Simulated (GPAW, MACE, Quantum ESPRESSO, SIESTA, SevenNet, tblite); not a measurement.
# Which site? As in place of Ge in Ge(111)/CdS(10-10) interface (64 atoms), by several methods

At which of several sites of Ge(111)/CdS(10-10) interface (64 atoms) does As in place of Ge cost least, and do cheaper methods find the same site as plane waves?

Results are calculated, not measured.

## 1. Set-up

The cell holds 64 atoms (32 Ge, 16 Cd and 16 S), with edges of 13.86, 8.00 and 12.84 Å. Recipe: diamond-structure Ge(111), 2 repeat layers, 8 surface cells, strained -0.00 and -0.00 %; wurtzite CdS(10-10), 2 layers, 4 cells, +3.21 and -3.27 %; outer planes 2.28 Å apart and 1.7 Å at the second interface of the periodic stack; not relaxed, displaced by a Gaussian of 0.02 Å. Then the atoms were relaxed with MACE MPA-0 medium in the fixed cell. Regions: Ge, 32 atoms; CdS, 32 atoms.

## 2. The reference input

Quantum ESPRESSO 7.5: Kohn-Sham DFT, PBE, SSSP efficiency 1.3.0 pseudopotentials, plane waves. Its input, pw.in, for the unchanged cell:

```
&control
  calculation = 'scf'
  pseudo_dir = './pseudo'
  outdir = './tmp'
  disk_io = 'none'
  tprnfor = .true.
  tstress = .true.
/
&system
  ibrav = 0
  nat = 64
  ntyp = 3
  ecutwfc = 45
  ecutrho = 360
  nosym = .true.
  occupations = 'smearing'
  smearing = 'fd'
  degauss = 0.003675
/
&electrons
  conv_thr = 3.2e-07
  electron_maxstep = 100
  mixing_beta = 0.2
  mixing_mode = 'local-TF'
  diagonalization = 'david'
/
ATOMIC_SPECIES
Ge 72.630 Ge.upf
Cd 112.414 Cd.upf
S 32.060 S.upf
CELL_PARAMETERS angstrom
13.85920 0.00000 0.00000
0.00000 8.00160 0.00000
0.00000 0.00000 12.84011
ATOMIC_POSITIONS crystal
Ge 0.00651 0.00771 0.08638
Ge 0.85061 0.50501 0.98937
Ge 0.94006 0.25445 0.35109
Ge 0.01578 0.00380 0.27602
[... 58 atom lines left out ...]
Cd 0.67300 0.00368 0.77745
S 0.78154 0.26141 0.70244
K_POINTS gamma
```

```console
$ OMP_NUM_THREADS=1 mpirun -np 4 pw.x -in pw.in > output.txt
```

Run time: 4.8 min. Hardware: 4 MPI ranks of Arm Neoverse V1, shared host; peak memory 3.5 GiB.

It converged with an r.m.s. force component of 0.15 eV/Å and a pressure of 3.5 GPa.

## 3. Levels of theory

The levels share the cells and solve them as single points, though not every level runs every cell. CPU time is summed over a level's finished runs, on a host shared with the other runs, so it is rough; the force column is the median over cells of the r.m.s. difference of force components from the reference.

| level | basis or training data | k-points | spin | runs finished | CPU time | peak memory (GiB) | force difference (meV/Å) |
| --- | --- | --- | --- | --- | --- | --- | --- |
| QE, PBE | plane waves, SSSP efficiency, 45/360 Ry | Γ | some cells | 4 of 4 | 2.1 h | 3.9 | reference |
| GPAW dzp, PBE | dzp orbitals, PAW, h 0.18 Å | Γ | no | 3 of 3 | 46 min | 4.4 | 69 |
| SIESTA DZP, PBE | DZP orbitals, shift 0.01 Ry, mesh 300 Ry | Γ | yes | 3 of 3 | 28 min | 1.6 | 177 |
| tblite GFN1-xTB | tight binding with its own dispersion term | Γ | - | 3 of 3 | 16 s | 0.12 | 296 |
| MACE MPA-0 medium | trained on PBE(+U) plane-wave data | - | - | 4 of 4 | 35 s | 0.78 | 124 |
| SevenNet l3i5 | trained on PBE(+U) plane-wave data | - | - | 4 of 4 | 43 s | 1 | 130 |

The reference's own r.m.s. force component runs from 113 to 153 meV/Å over these cells. MACE MPA-0 medium relaxed the atoms, so in the cells that it relaxed its own forces are small, and its entry isn't an independent test there.

## 4. The sites

Each changed cell was relaxed with MACE MPA-0 medium before the single points. Neighbours are the site's nearest atoms before the change.

| site | nearest atoms | their mean distance (Å) | atoms within 6 Å | largest move on relaxing (Å) | longest force left in the reference (eV/Å) |
| --- | --- | --- | --- | --- | --- |
| Ge28 | Ge4 | 2.46 | 32 | 0.07 | 0.33 |
| Ge24 | Ge4 | 2.46 | 36 | 0.06 | 0.48 |
| Ge30 | Ge3S | 2.42 | 33 | 0.06 | 0.35 |

## 5. Site energies

All changed cells hold the same atoms, so within one level their energies compare with no chemical potential. Energies in eV, less that of Ge28, the reference's cheapest site; the last column is the largest deviation from the reference once each row's mean is taken off.

| level | Ge28 | Ge24 | Ge30 | cheapest | largest deviation |
| --- | --- | --- | --- | --- | --- |
| QE, PBE | 0.00 | 0.00 | 0.34 | Ge28 | - |
| GPAW dzp, PBE | 0.00 | 0.01 | 0.33 | Ge28 | 0.01 |
| SIESTA DZP, PBE | 0.00 | 0.01 | 0.39 | Ge28 | 0.04 |
| tblite GFN1-xTB | 0.00 | 0.06 | -0.16 | Ge30 | 0.35 |
| MACE MPA-0 medium | 0.00 | 0.04 | 0.45 | Ge28 | 0.06 |
| SevenNet l3i5 | 0.00 | 0.18 | 0.45 | Ge28 | 0.10 |

## 6. Findings

In the reference the cheapest site is Ge28 (Ge4) and the dearest Ge30 (Ge3S), 0.34 eV higher. 4 of the 5 other levels pick the same cheapest site; tblite GFN1-xTB picks Ge30. The two cheapest sites lie only 0.0021 eV apart in the reference, so their order is fragile.

GPAW dzp, PBE follows the reference most closely (0.01 eV at worst) and tblite GFN1-xTB least (0.35 eV). The other programs at PBE deviate by 0.04 eV at most, the learned potentials by 0.06 to 0.10 eV.

Caveats: The geometries are those of MACE MPA-0 medium; forces of up to 0.48 eV/Å remain in the reference, so relaxing in DFT would lower the energies, by amounts that can differ from site to site. For MACE MPA-0 medium alone these are relaxed energies. Defects interact with their periodic images. Only 3 of the 32 Ge sites are compared. The DFT levels differ in their treatment of spin in the changed cells (see the table of levels), which enters their differences. Learned potentials don't solve for electrons, so the charge or spin state of a defect can't be set in them. The reference samples only Γ, in a cell whose shortest periodic width is 8 Å. The reference isn't exact: its cutoffs and mesh weren't converged further here. SIESTA's automatically made basis is far from complete, and its potentials were converted by us (checked for H, C, O, Si, Ge and Ca alone). The learned potentials mimic data converged in k, so the sampling error of the reference's coarse mesh counts against them here, while programs on the same mesh share it. Spin–orbit coupling is left out. Where levels are smeared, the DFT runs use Fermi–Dirac occupations at 580 K (0.05 eV), and energies are free energies.

[Logs are printed without paths, hosts, clocks, repeated set-up lines and the standing remarks that a program may print on its own settings, such as how far it seeks lower states.]

[Hosts, paths, dates, database ids (printed as entryN), source tags and the programs' standing remarks are cut or masked in the printed files.]
